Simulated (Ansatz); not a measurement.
In doubt: masses and optical values from hybrid runs of this build are listed as unsure, which bears on the screening that GW takes from such a start.

Rows from a G0W0 calculation on ZnAs2 (P2_1/c) (Ansatz 0.2.0; G0W0 on HSE06, plane waves, PAW; 2×2×2 mesh, 1464 empty bands, screening to 110 eV, hard PAW files), in eV. Spin-orbit coupling is left out.

```csv
row,Σx,Σc,Vxc,Z
A,-16.80,1.53,-15.09,0.77
B,-17.66,1.15,-16.35,0.78
C,-9.13,-3.59,-12.70,0.79
D,-8.57,-3.41,-11.90,0.79
E,-9.18,-3.44,-12.59,0.79
F,-17.01,1.26,-15.56,0.78
```

Which rows are filled states and which are empty ones, and how can one tell?

Filled: A, B and F. Empty: C, D and E. The sign of Σc tells: for a filled state bare exchange, which holds its interaction with itself, lies below Vxc (Σx − Vxc is -1.3 eV or lower here) and screening gives part back as a positive Σc. For an empty state Σx lies above Vxc (+3.3 eV or more) and the Coulomb hole leaves Σc negative.

[Paths, hosts, dates, memory and timing lines, banners, echoed tables and standing remarks are left out of the program output.]

[Logs are printed without paths, hosts, clocks, repeated set-up lines and the standing remarks that a program may print on its own settings, such as how far it seeks lower states.]

[Runs of the session that timed out or met a known fault of the program may be left out.]

[Cells called generated may have been cut or substituted from an entry of the Crystallography Open Database or the Materials Project.]

[Hosts, paths, dates, database ids (printed as entryN), source tags and the programs' standing remarks are cut or masked in the printed files.]
